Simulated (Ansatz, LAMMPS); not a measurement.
# Amorphous Si0.75Ge0.25 (72 atoms): relaxation and levels of theory

Which bonds does the relaxation leave, and how do the Kohn-Sham gap, forces and pressure change with functional?

Calculated with Ansatz 0.2.0: Kohn-Sham DFT, PBE, PAW (set soft_2), plane waves; cutoff 420 eV, Γ point, fermi-dirac smearing of 0.025 eV.

In doubt: the hybrid run may have settled on a false gap or state (Ansatz), so the values of those runs are not to be relied on; a hybrid run on one k-point (Ansatz), which bears on gaps.

**The cell**

Density at the start: 3.07 g/cm³. The cell holds 72 atoms: 54 Si and 18 Ge. Cell: a = 11.522 Å, b = 11.522 Å, c = 11.522 Å, α = 90.0°, β = 90.0°, γ = 90.0°. 72 atoms (54 Si, 18 Ge) placed at random at 3.07 g/cm³, melted at 3500 K for 10 ps at fixed volume with the Tersoff potential (Tersoff, Phys. Rev. B 39, 5566 (1989)). Quenched from 3500 K to 300 K at 20 K/ps and fixed volume, annealed at 800 K for 20 ps, held 5 ps, then minimised at fixed cell.

Cell and atoms were relaxed with PBE. The walk converged after 24 steps by the program's count, with a largest force component of 0.0171 eV/Å; it began at an r.m.s. force component of 0.27 eV/Å. The edges went from 11.522, 11.522, 11.522 to 11.629, 11.247, 11.863 Å, and the volume from 21.244 to 21.543 Å³ an atom (+1.4 %).

The input of the reference single point:

```yaml
crystal:
  lattice:
    - [11.62903, 0.06917, 0.01887]
    - [0.06917, 11.24609, 0.14407]
    - [0.01887, 0.14407, 11.86254]
  atoms:
    - { symbol: Si, position: [0.74585, 0.6467, 0.11734] }
    - { symbol: Si, position: [0.68496, 0.46157, 0.18487] }
    - { symbol: Si, position: [0.27016, 0.67399, 0.56401] }
    - { symbol: Si, position: [0.39679, 0.8719, 0.33226] }
    [... 66 atom lines left out ...]
    - { symbol: Ge, position: [0.64506, 0.98228, 0.65484] }
    - { symbol: Ge, position: [0.45355, 0.27114, 0.05945] }
kpoints:
  mp_grid: { grid: [1, 1, 1] }
hamiltonian:
  xc: pbe
scf:
  occupations: { method: fermi_dirac, width: 0.025 }
output:
  forces: true
  stress: true
  populations: true
  dos:
    method: { smearing: { sigma: 0.08 } }
    de: 0.05
    projected: { site_lists: { Ge: [Ge], Si: [Si] } }
  eigenvalues: true
  write_density: true
  write_potential: true
  volumetric_format: npy
```

**Bonds after relaxation**

Bonds by pair of elements; cutoffs follow the first minimum of g(r), held within bounds set by covalent radii, and pairs that aren't listed don't count as bonded:

| pair A-B | cutoff (Å) | bonds | mean length (Å) | spread (Å) | shortest (Å) | B about A | A about B |
| --- | --- | --- | --- | --- | --- | --- | --- |
| Si-Si | 2.88 | 86 | 2.39 | 0.068 | 2.31 | 3.19 | 3.19 |
| Si-Ge | 3.08 | 52 | 2.48 | 0.1 | 2.38 | 0.963 | 2.89 |
| Ge-Ge | 2.73 | 9 | 2.49 | 0.045 | 2.44 | 1 | 1 |

How many atoms have how many bonded neighbours:

| element | mean | 3 | 4 | 5 |
| --- | --- | --- | --- | --- |
| Ge | 3.89 | 2 | 16 | 0 |
| Si | 4.15 | 1 | 44 | 9 |

**Levels of theory**

Single points at the relaxed geometry:

```
functional  k-mesh  Kohn-Sham gap (eV)  pressure (GPa)  r.m.s. force component (eV/Å)  SCF cycles  time
       PBE   1×1×1               0.239            0.00                          0.005          11  24 s
    r2SCAN   1×1×1               0.272           -1.60                          0.068          10  66 s
    PBEsol   1×1×1               0.234           -2.07                          0.029          10  21 s
```

The gap is that between the highest filled and lowest empty Kohn-Sham level on the run's k-points. Cutoffs: 420 eV for PBE and PBEsol; 500 eV for r2SCAN. Times come from shared hosts and are rough.

**Findings**

By these cutoffs 89 % of Ge atoms have 4 and 81 % of Si atoms have 4 neighbours. The Kohn-Sham gap is 0.24 eV with PBE on the 1×1×1 mesh. On the reference's mesh the gap changes with r2SCAN by +0.03 eV and PBEsol by -0.01 eV. Against the reference the pressure changes with r2SCAN by -1.6 GPa and PBEsol by -2.1 GPa; a negative change means a smaller volume than PBE would take.

Limits: 1 converged run is left out of the tables as doubtful: HSE06 on 1×1×1 (the hybrid may have settled on a false gap or state). All single points share the geometry relaxed with PBE. One sample; tail or defect levels can set the gap of a disordered cell. The quench rate of 20 K/ps is many orders above laboratory rates, so the cell is likely richer in defects and strain than a real sample. The network of bonds at the start is that of the classical potential that made the cell, and needn't be the one that DFT or experiment would give. Spin–orbit coupling is left out; it splits the top valence bands of compounds with Ge, As, Se, Sb or Te and narrows their gaps.

[Logs are printed without paths, hosts, clocks, repeated set-up lines and the standing remarks that a program may print on its own settings, such as how far it seeks lower states.]

[Hosts, paths, dates, database ids (printed as entryN), source tags and the programs' standing remarks are cut or masked in the printed files.]
